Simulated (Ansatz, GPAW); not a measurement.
# How KVS3 (model structure) absorbs and reflects light

Aim: the dielectric function of KVS3 (model structure), and the optical constants that follow from it. The cell was made here by substitution or stacking, whether or not such a phase is known. It was built so: All O replaced by S and Ta replaced by V in the Pm-3m structure of KTaO3. The cell is first relaxed with Ansatz.

Calculated with GPAW 26.7.0; DFT, RPBE, plane-wave PAW (GPAW data sets), scalar-relativistic, RPA, optical limit.

## 1. The structure

The structure is cubic, space group Pm-3m (No. 221). Conventional cell: a = 4.617 Å, b = 4.617 Å, c = 4.617 Å, α = 90.00°, β = 90.00°, γ = 90.00°. Nearest to V lie 6 S at 2.31 Å. Nearest to K lie 12 S at 3.26 Å. Nearest to S lie 2 V at 2.31 Å and 4 K at 3.26 Å. All O replaced by S and Ta replaced by V in the Pm-3m structure of KTaO3. Farther neighbours and most contacts between anions are not listed.

## 2. Relaxation

The structure was built or cut out here, so it is relaxed before any spectrum is computed.

This step: DFT, RPBE, plane-wave PAW, default files, scalar-relativistic, relaxation (Ansatz 0.2.0).

input.yaml

```yaml
crystal:
  lattice:
    - [4.61692872, 0.0, 0.0]
    - [0.0, 4.61692872, 0.0]
    - [0.0, 0.0, 4.61692872]
  atoms:
    - { symbol: V, position: [0.0, 0.0, 0.0], spin: 2.0 }
    - { symbol: K, position: [0.5, 0.5, 0.5] }
    - { symbol: S, position: [0.0, 0.0, 0.5] }
    - { symbol: S, position: [0.0, 0.5, 0.0] }
    - { symbol: S, position: [0.5, 0.0, 0.0] }
magnetization:
  spin_polarized: true
kpoints:
  mp_grid: { grid: [5, 5, 5] }
scf:
  occupations: { method: fermi_dirac, width: 0.05 }
hamiltonian:
  xc: rpbe
output:
  forces: true
  stress: true
  write_density: true
  write_potential: true
  elf: true
  volumetric_format: npy
relax:
  f_tol: 0.02
  max_steps: 50
  cell: {}
```

Command:

```console
$ ansatz run input.yaml --threads 1 --pin off --max-ram 4096MiB --backend cpu --events-out ev --progress --plain --runs-dir out
```

Numbers of over 12 decimals in the logs are rounded to 6 here.

The program printed:

```text
Engine: ansatz 0.2.0, aarch64-unknown-linux-gnu
Pseudopotentials: kind: paw
Pseudopotential: V, paw, valence charge 13, recommended cutoff 420 eV (normal), V.paw.azcp
Pseudopotential: K, paw, valence charge 9, recommended cutoff 420 eV (normal), K.paw.azcp
Pseudopotential: S, paw, valence charge 6, recommended cutoff 420 eV (normal), S.paw.azcp
Functional definition: RPBE
  parameter kappa = 0.804
  parameter beta = 0.066725
  exchange = rpbe_x(kappa = kappa, mu = beta*pi^2/3)
  correlation = pbe_c(beta = beta)
Crystal: 5 atoms, lattice volume = 98.415 Å³
Basis set: ecut = 420 eV, 1935 PW (Γ), exchange–correlation on 64×64×64 points (8 copies of the dense FFT grid, shifted against one another)
Bands: 26, of which v1, the nominal top of the filled ones, is band 20 counted from 1 (19 counted from 0)
Symmetry: 48 space group operations
Space group: Pm-3m (ITA 221), of the structure as read, at distance tolerance 4.6e-5 Å
Magnetic group: BNS 221.92 (UNI 1594), of the structure as read, at distance tolerance 4.6e-5 Å
k-points: 10 of 125
Non-local potential: V, projectors of the file, l = 0: 3, l = 1: 2, l = 2: 3, l = 3: 1
Non-local potential: K, projectors of the file, l = 0: 3, l = 1: 2, l = 2: 2
Non-local potential: S, projectors of the file, l = 0: 2, l = 1: 2, l = 2: 2
PAW form: soft (Blöchl's): semilocal exchange-correlation on the pseudo side does not see the compensation charge
PAW frozen core: V, regenerated for the run's functional, and the local potential with it (the file was generated under x = pbe(κ = 0.804, μ = 0.219515), c = pbe(β = 0.066725))
PAW frozen core: K, regenerated for the run's functional, and the local potential with it (the file was generated under x = pbe(κ = 0.804, μ = 0.219515), c = pbe(β = 0.066725))
PAW frozen core: S, regenerated for the run's functional, and the local potential with it (the file was generated under x = pbe(κ = 0.804, μ = 0.219515), c = pbe(β = 0.066725))
PAW one-centre angular grid: V, 590 points (default); XC on 64 Gauss nodes
PAW one-centre angular grid: K, 110 points (default); XC on 64 Gauss nodes
PAW one-centre angular grid: S, 110 points (default); XC on 64 Gauss nodes
Initial density: superposition of atomic densities (chi_scale 0.1, normalization cell, long waves kept (reshape's long-wave potential 0.00 eV rms))
Starting moments: Σ|m| = 2 μB on 1 of 5 sites
Initial wavefunctions: pseudopotential atomic-orbital guess
Functional: x = rpbe, c = pbe(β = 0.066725)
iter 1 solved again at ethr=2.85e-3 eV; its pass at ethr=3.10e-3 eV (dr2=1.14e0 eV) is discarded
SCF iter   1: F=—  HF=-7178.692058 eV  |F-HF|=—  |Δ(HF+E_count)|=         —  Δρ=2.71e-2 (↑2.71e-2 ↓2.20e-2)  dr2=1.15e0  dr2_m=3.12e-1  M=0.849 μB ∫|m|=1.717 μB  β_m=0.30  ethr=2.85e-3  ⟨swp⟩=1.0  Hψ=3069  notcnv=0
Mixer restart at iter 1: flushing history
preconditioner: auto → Kerker (q_TF=auto, 2.348 Å⁻¹)  [metal: Δε(μ)=0.082 eV  Ē_g=9.726 eV  σ=0.050 eV  W_gap=0.39  n_scr=18 (ndim 8)  ℏωp=20.5 eV  f_vac=0.000  D(μ)=4.95/eV (n_scr^D=32)]
spin=Collinear: Kerker preconditioning applied to the charge; magnetization (m = ρ↑ − ρ↓) channel mixes plain (no charge-response kernel on spin).
SCF iter   2: F=—  HF=-7178.460436 eV  |F-HF|=—  |Δ(HF+E_count)|=   2.32e-1  Δρ=1.80e-2 (↑1.73e-2 ↓1.80e-2)  dr2=6.49e-1  dr2_m=1.61e-1  M=0.809 μB ∫|m|=1.716 μB  β_m=0.63  ethr=2.85e-3  ⟨swp⟩=1.9  Hψ=606  notcnv=0
SCF iter   3: F=—  HF=-7178.586009 eV  |F-HF|=—  |Δ(HF+E_count)|=   1.26e-1  Δρ=1.02e-2 (↑1.02e-2 ↓8.64e-3)  dr2=8.12e-2  dr2_m=6.73e-2  M=0.423 μB ∫|m|=1.624 μB  β_m=0.73  ethr=1.62e-3  ⟨swp⟩=2.6  Hψ=1014  notcnv=0
SCF iter   4: F=—  HF=-7178.718516 eV  |F-HF|=—  |Δ(HF+E_count)|=         —  Δρ=1.71e-2 (↑1.71e-2 ↓1.09e-2)  dr2=6.16e-2  dr2_m=1.70e-1  M=-0.140 μB ∫|m|=1.176 μB  β_m=0.73  ethr=2.03e-4  ⟨swp⟩=2.3  Hψ=1110  notcnv=0  defer=7
Mixer restart at iter 4: flushing history
SCF iter   5: F=—  HF=-7178.739059 eV  |F-HF|=—  |Δ(HF+E_count)|=   2.05e-2  Δρ=5.89e-3 (↑5.89e-3 ↓5.80e-3)  dr2=4.99e-3  dr2_m=2.94e-2  M=-0.159 μB ∫|m|=1.054 μB  β_m=0.87  ethr=1.54e-4  ⟨swp⟩=2.5  Hψ=1055  notcnv=0  defer=7
SCF iter   6: F=—  HF=-7178.743663 eV  |F-HF|=—  |Δ(HF+E_count)|=   4.60e-3  Δρ=3.71e-3 (↑3.71e-3 ↓1.24e-3)  dr2=7.24e-3  dr2_m=5.20e-3  M=-0.180 μB ∫|m|=0.866 μB  β_m=0.81  ethr=1.25e-5  ⟨swp⟩=2.0  Hψ=1056  notcnv=0  defer=6
SCF iter   7: F=—  HF=-7178.741502 eV  |F-HF|=—  |Δ(HF+E_count)|=   2.16e-3  Δρ=9.29e-4 (↑4.16e-4 ↓9.29e-4)  dr2=1.21e-3  dr2_m=2.01e-4  M=-0.175 μB ∫|m|=0.815 μB  β_m=0.91  ethr=1.25e-5  ⟨swp⟩=2.0  Hψ=1060  notcnv=0  defer=6
SCF iter   8: F=—  HF=-7178.742493 eV  |F-HF|=—  |Δ(HF+E_count)|=   9.91e-4  Δρ=5.92e-4 (↑2.05e-4 ↓5.92e-4)  dr2=6.38e-4  dr2_m=8.54e-5  M=-0.168 μB ∫|m|=0.769 μB  β_m=0.95  ethr=3.03e-6  ⟨swp⟩=2.5  Hψ=881  notcnv=0  defer=1
SCF iter   9: F=—  HF=-7178.742539 eV  |F-HF|=—  |Δ(HF+E_count)|=   4.58e-5  Δρ=5.11e-4 (↑5.11e-4 ↓6.02e-5)  dr2=2.87e-4  dr2_m=6.71e-5  M=-0.164 μB ∫|m|=0.711 μB  β_m=0.98  ethr=1.59e-6  ⟨swp⟩=2.0  Hψ=914  notcnv=0  defer=1
SCF iter  10: F=—  HF=-7178.742597 eV  |F-HF|=—  |Δ(HF+E_count)|=   5.79e-5  Δρ=2.30e-4 (↑2.30e-4 ↓5.10e-5)  dr2=4.77e-5  dr2_m=1.63e-5  M=-0.162 μB ∫|m|=0.699 μB  β_m=0.99  ethr=7.16e-7  ⟨swp⟩=2.0  Hψ=705  notcnv=0  defer=1
SCF iter  11: F=—  HF=-7178.742861 eV  |F-HF|=—  |Δ(HF+E_count)|=   2.64e-4  Δρ=2.90e-5 (↑2.90e-5 ↓1.81e-5)  dr2=1.01e-6  dr2_m=3.46e-7  M=-0.160 μB ∫|m|=0.685 μB  β_m=0.99  ethr=1.19e-7  ⟨swp⟩=2.0  Hψ=917  notcnv=0  defer=1
SCF iter  12: F=—  HF=-7178.742861 eV  |F-HF|=—  |Δ(HF+E_count)|=   7.02e-7  Δρ=5.04e-6 (↑4.43e-6 ↓5.04e-6)  dr2=1.12e-7  dr2_m=1.06e-9  M=-0.159 μB ∫|m|=0.681 μB  β_m=1.00  ethr=2.53e-9  ⟨swp⟩=2.0  Hψ=939  notcnv=0  defer=1
SCF iter  13: F=—  HF=-7178.742862 eV  |F-HF|=—  |Δ(HF+E_count)|=   2.66e-7  Δρ=1.61e-6 (↑1.61e-6 ↓1.11e-6)  dr2=8.80e-9  dr2_m=6.41e-10  M=-0.159 μB ∫|m|=0.681 μB  β_m=1.00  ethr=2.81e-10  ⟨swp⟩=2.0  Hψ=846  notcnv=0  defer=1
SCF iter  14: F=—  HF=-7178.742862 eV  |F-HF|=—  |Δ(HF+E_count)|=   2.36e-8  Δρ=4.39e-6 (↑4.39e-6 ↓2.06e-6)  dr2=6.48e-8  dr2_m=1.28e-9  M=-0.159 μB ∫|m|=0.681 μB  β_m=1.00  ethr=2.20e-11  ⟨swp⟩=4.8  Hψ=2785  notcnv=0
SCF iter  15: F=-7178.742862 eV  HF=-7178.742862 eV  |F-HF|=3.53e-10  |Δ(HF+E_count)|=   2.53e-9  Δρ=2.70e-7 (↑2.70e-7 ↓1.91e-7)  dr2=4.40e-10  dr2_m=2.02e-12  M=-0.159 μB ∫|m|=0.681 μB  ethr=2.20e-11  ⟨swp⟩=6.2  Hψ=2509  notcnv=0
SCF 1 converged in 15 iterations: F = -7178.742862 eV  dr2 = 4.40e-10
[...]
iter 9 did not close the SCF: its close was put off for a magnetic moment that had not settled (scf_convergence_deferred on its scf_iter line)
SCF iter   9: F=-7178.894138 eV  HF=-7178.894138 eV  |F-HF|=1.91e-7  |Δ(HF+E_count)|=   3.40e-8  Δρ=7.06e-6 (↑7.06e-6 ↓4.10e-6)  dr2=2.08e-7  dr2_m=3.05e-9  M=-0.182 μB ∫|m|=1.045 μB  β_m=0.99  ethr=1.71e-10  ⟨swp⟩=5.0  Hψ=2971  notcnv=0
SCF iter  10: F=-7178.894138 eV  HF=-7178.894138 eV  |F-HF|=6.09e-11  |Δ(HF+E_count)|=   9.25e-9  Δρ=3.53e-7 (↑2.10e-7 ↓3.53e-7)  dr2=6.13e-11  dr2_m=6.98e-11  M=-0.182 μB ∫|m|=1.045 μB  ethr=1.71e-10  ⟨swp⟩=5.3  Hψ=2606  notcnv=0
SCF 3 converged in 10 iterations: F = -7178.894138 eV  dr2 = 6.13e-11
relax step   3: F+E_penalty+E_count = -7178.89413770 eV  Δ(F+E_penalty+E_count) = -1.118e-2 eV  max|allowed force component| = 4.621e-30 eV/Å  Δτ_max = 0.0000 Å  P = +0.194 GPa  Ω = 106.623 Å³  energy of the carried Pulay correction = -9.874e-4 eV  (10 SCF iters, dr2 threshold 5.00e-7 eV, accepted)
[...]
relax step   4: F+E_penalty+E_count = -7178.89430087 eV  Δ(F+E_penalty+E_count) = -1.632e-4 eV  max|allowed force component| = 4.523e-30 eV/Å  Δτ_max = 0.0000 Å  P = +0.000 GPa  Ω = 106.956 Å³  energy of the carried Pulay correction = -1.026e-3 eV  (9 SCF iters, dr2 threshold 9.39e-8 eV, accepted)
Initial wavefunctions: pseudopotential atomic-orbital guess (no wavefunctions were taken with the density)
iter 1 solved again at ethr=2.09e-7 eV; its pass at ethr=3.10e-3 eV (dr2=8.36e-5 eV) is discarded
SCF iter   1: F=—  HF=-7178.895000 eV  |F-HF|=—  |Δ(HF+E_count)|=         —  Δρ=6.65e-5 (↑6.65e-5 ↓6.23e-5)  dr2=1.28e-6  dr2_m=6.45e-8  M=-0.183 μB ∫|m|=1.060 μB  β_m=0.65  ethr=2.09e-7  ⟨swp⟩=3.1  Hψ=3719  notcnv=0
preconditioner: auto → Kerker (q_TF=auto, 2.000 Å⁻¹)  [metal: Δε(μ)=0.046 eV  Ē_g=8.602 eV  σ=0.050 eV  W_gap=0.23  n_scr=18 (ndim 8)  ℏωp=19.7 eV  f_vac=0.006  D(μ)=4.49/eV (n_scr^D=32)]
spin=Collinear: Kerker preconditioning applied to the charge; magnetization (m = ρ↑ − ρ↓) channel mixes plain (no charge-response kernel on spin).
SCF iter   2: F=—  HF=-7178.895285 eV  |F-HF|=—  |Δ(HF+E_count)|=   2.86e-4  Δρ=2.42e-5 (↑2.42e-5 ↓2.27e-5)  dr2=1.88e-7  dr2_m=9.29e-9  M=-0.183 μB ∫|m|=1.060 μB  β_m=0.65  ethr=3.20e-9  ⟨swp⟩=2.0  Hψ=804  notcnv=0
SCF iter   3: F=—  HF=-7178.895327 eV  |F-HF|=—  |Δ(HF+E_count)|=   4.21e-5  Δρ=3.16e-6 (↑3.16e-6 ↓1.73e-6)  dr2=2.93e-8  dr2_m=6.63e-10  M=-0.183 μB ∫|m|=1.060 μB  β_m=0.82  ethr=4.69e-10  ⟨swp⟩=2.0  Hψ=871  notcnv=0
SCF iter   4: F=—  HF=-7178.895327 eV  |F-HF|=—  |Δ(HF+E_count)|=   7.58e-8  Δρ=3.05e-6 (↑3.05e-6 ↓1.22e-6)  dr2=3.23e-8  dr2_m=9.94e-10  M=-0.183 μB ∫|m|=1.060 μB  β_m=0.91  ethr=7.33e-11  ⟨swp⟩=2.0  Hψ=886  notcnv=0
SCF iter   5: F=—  HF=-7178.895327 eV  |F-HF|=—  |Δ(HF+E_count)|=   4.59e-8  Δρ=2.91e-6 (↑2.91e-6 ↓1.10e-6)  dr2=2.71e-8  dr2_m=8.46e-10  M=-0.183 μB ∫|m|=1.060 μB  β_m=0.96  ethr=7.33e-11  ⟨swp⟩=2.1  Hψ=689  notcnv=0
SCF iter   6: F=—  HF=-7178.895328 eV  |F-HF|=—  |Δ(HF+E_count)|=   2.97e-8  Δρ=4.36e-7 (↑4.36e-7 ↓4.10e-7)  dr2=1.67e-9  dr2_m=1.07e-12  M=-0.183 μB ∫|m|=1.060 μB  β_m=0.94  ethr=6.77e-11  ⟨swp⟩=2.0  Hψ=946  notcnv=0
SCF iter   7: F=—  HF=-7178.895324 eV  |F-HF|=—  |Δ(HF+E_count)|=   3.41e-6  Δρ=3.27e-7 (↑2.59e-7 ↓3.27e-7)  dr2=4.22e-10  dr2_m=3.58e-12  M=-0.183 μB ∫|m|=1.060 μB  β_m=0.97  ethr=4.18e-12  ⟨swp⟩=2.0  Hψ=958  notcnv=0
SCF iter   8: F=—  HF=-7178.895324 eV  |F-HF|=—  |Δ(HF+E_count)|=   1.17e-9  Δρ=2.26e-7 (↑2.26e-7 ↓1.79e-7)  dr2=2.66e-10  dr2_m=9.95e-13  M=-0.183 μB ∫|m|=1.060 μB  β_m=0.99  ethr=1.06e-12  ⟨swp⟩=2.0  Hψ=832  notcnv=0
SCF iter   9: F=—  HF=-7178.895324 eV  |F-HF|=—  |Δ(HF+E_count)|=  4.17e-10  Δρ=3.48e-8 (↑3.27e-8 ↓3.48e-8)  dr2=1.02e-12  dr2_m=7.60e-13  M=-0.183 μB ∫|m|=1.060 μB  β_m=0.99  ethr=1.00e-12  ⟨swp⟩=2.0  Hψ=952  notcnv=0
SCF iter  10: F=-7178.895324 eV  HF=-7178.895324 eV  |F-HF|=5.46e-12  |Δ(HF+E_count)|=  9.09e-12  Δρ=4.29e-8 (↑4.29e-8 ↓1.82e-8)  dr2=6.35e-12  dr2_m=1.66e-13  M=-0.183 μB ∫|m|=1.060 μB  ethr=1.00e-12  ⟨swp⟩=3.6  Hψ=1894  notcnv=0
SCF 5 converged in 10 iterations: F = -7178.895324 eV  dr2 = 6.35e-12
relax step   5: F+E_penalty+E_count = -7178.89532410 eV  Δ(F+E_penalty+E_count) = -1.023e-3 eV  max|allowed force component| = 6.074e-30 eV/Å  Δτ_max = 0.0000 Å  P = +0.005 GPa  Ω = 106.956 Å³  stress off target by 5.30e-3 GPa  SCF on the basis re-selected at this cell (its energy is not comparable with the rows above)  (10 SCF iters)
basis re-selected at this cell: Δ(F+E_penalty+E_count) = -1.023e-3 eV, ΔP = +0.005 GPa vs the last step (what re-selecting the basis moved, of the pressure what is left beyond the Pulay correction that the steps carried, after the strain that the cell walked since its last selection, with what the two solves' SCF thresholds leave and, on support functions, any second-order correction that the steps lacked; it is no m [...]
SCF converged after 10 iterations
Magnetization: -0.1831 μB (19.9085 up, 20.0915 down)
Absolute magnetization: 1.0589 μB (∫|ρ↑−ρ↓|, with the PAW one-centre terms)
Spin contamination: 0.1295 ħ² per cell (⟨S²⟩ above its minimum at these occupations)
Per-site moments (μB) at R_I (Å): [(0.373209, 0.979030), (-0.00281493, 1.384557), (-0.144565, 0.979030), (-0.144565, 0.979030), (-0.144565, 0.979030)]
Free energy (F): -7178.895324 eV
Harris-Foulkes:  -7178.895324 eV  (|F-HF|=5.46e-12)
Internal energy: -7178.857920 eV  (E = F + TS)
E sigma→0 (E₀):  -7178.876622 eV
Entropy (-TS):   -0.037404 eV (-7.481 meV/atom)
Fermi energy:    6.621380 eV
--- Per-component energies (eV) ---
  E_band       = -358.939009
  E_kinetic    = 907.681455
  E_local      = -2502.270025  (includes V_loc(G=0)·N_el)
  E_nonlocal   = 46.613921
  E_hartree    = 1008.228431
  E_xc         = -557.524662
  E_vxc        = -591.212778  (∫ρ·V_xc dr)
  E_paw        = -3710.870684  (= ΣΔE_a)
  E_vpaw       = -236.208596  (= ΣTr[D̂ρ^β])
  E_aug_tail   = 0.000269  (compensation charges beyond the density's cutoff)
  E_ewald      = -2370.505764
  E_core_change = -0.210861  (= ΣΔE_core)
  E_smearing   = -0.037404  (= −TS)
  E_closure    = 0.000000  (closes the sum)
  Σ components = -7178.895324   (vs F -7178.895324, Δ=0.00e0)
--- Forces (eV/Å), atoms counted from 1 ---
  atom   1  V     -0.00000000    -0.00000000    -0.00000000
  atom   2  K      0.00000000     0.00000000     0.00000000
  atom   3  S      0.00000000    -0.00000000     0.00000000
  atom   4  S     -0.00000000     0.00000000    -0.00000000
  atom   5  S     -0.00000000     0.00000000     0.00000000
  max |Σ_I F_I| component: 6.44e-30 eV/Å
--- Stress (GPa, compression-positive) ---
        0.005298       0.000000       0.000000
       -0.000000       0.005298       0.000000
        0.000000       0.000000       0.005298
  P = ⅓ Tr σ = 0.0053 GPa (0.053 kbar)
--- Band table (eV; the first three rows and the last of 20) ---
  k-point 0 ↑: bands = [... 16 lower, 5.5595, 5.6043, 5.6043, 5.6043, 6.3673, 6.3673, 6.3673, 6.7308, ... 2 higher]
  k-point 1 ↑: bands = [... 16 lower, 5.2955, 5.3858, 5.5700, 6.0120, 6.0120, 6.7412, 6.7766, 6.7766, ... 2 higher]
  k-point 2 ↑: bands = [... 16 lower, 4.4528, 5.0795, 5.5871, 6.0152, 6.0152, 6.7518, 7.3149, 7.3149, ... 2 higher]
  k-point 9 ↓: bands = [... 16 lower, 2.7588, 6.4305, 6.4305, 6.5585, 7.5845, 7.6232, 7.6232, 10.5542, ... 2 higher]
--- Relaxed structure (4 steps of the walk, 4 accepted, 1 SCFs on fresh bases) ---
  F+E_penalty+E_count = -7178.89532410 eV   max|allowed force component| = 6.074e-30 eV/Å   (the final SCF, on the basis selected at the relaxed cell)
  cell:  # Å, volume = 106.9561 Å³
    - [4.746810, 0, 0]
    - [0, 4.746810, 0]
    - [0, 0, 4.746810]
  atoms:
    - { symbol: V, position: [0, 0, 0] }
    - { symbol: K, position: [0.5, 0.5, 0.5] }
    - { symbol: S, position: [0, 0, 0.5] }
    - { symbol: S, position: [0, 0.5, 0] }
    - { symbol: S, position: [0.5, 0, 0] }
```

Wall time 20 s (1 thread of Arm Neoverse V2, shared host); peak memory 0.39 GiB.

Step by step:

```tsv
step	energy less that of the first step (eV)	largest force component (eV/Å)	pressure (GPa)	volume (Å³)
1	0.0000	0.0000	6.17	98.41
2	-0.1401	0.0000	1.53	104.46
3	-0.1513	0.0000	0.19	106.62
4	-0.1514	0.0000	0.00	106.96
5*	-0.1525	0.0000	0.01	106.96
```

Relaxation steps marked * repeat the geometry before them on a plane-wave basis chosen anew for their cell, so energy and pressure can jump there.

Forces are held to the 48 operations that the run works with; a distortion that breaks them can't arise in this run.

```tsv
conventional cell, symmetrised	before	after	change
a (Å)	4.617	4.747	+2.8 %
b (Å)	4.617	4.747	+2.8 %
c (Å)	4.617	4.747	+2.8 %
volume (Å³/atom)	19.68	21.39	+8.7 %
```

The relaxed structure:

```xyz
5
Lattice="4.7468 0.0000 0.0000 0.0000 4.7468 0.0000 0.0000 0.0000 4.7468" Properties=species:S:1:pos:R:3 pbc="T T T"
V     0.0000    0.0000    0.0000
K     2.3734    2.3734    2.3734
S     0.0000    0.0000    2.3734
S     0.0000    2.3734    0.0000
S     2.3734    0.0000    0.0000
```

The relaxation ends with a pressure of 0.01 GPa.

(Part 1 of 3 ends here.)

[Machine, clock and banner lines and Python warnings are left out of the logs.]

[Logs are printed without paths, hosts, clocks, repeated set-up lines and the standing remarks that a program may print on its own settings, such as how far it seeks lower states.]

[Hosts, paths, dates, database ids (printed as entryN), source tags and the programs' standing remarks are cut or masked in the printed files.]
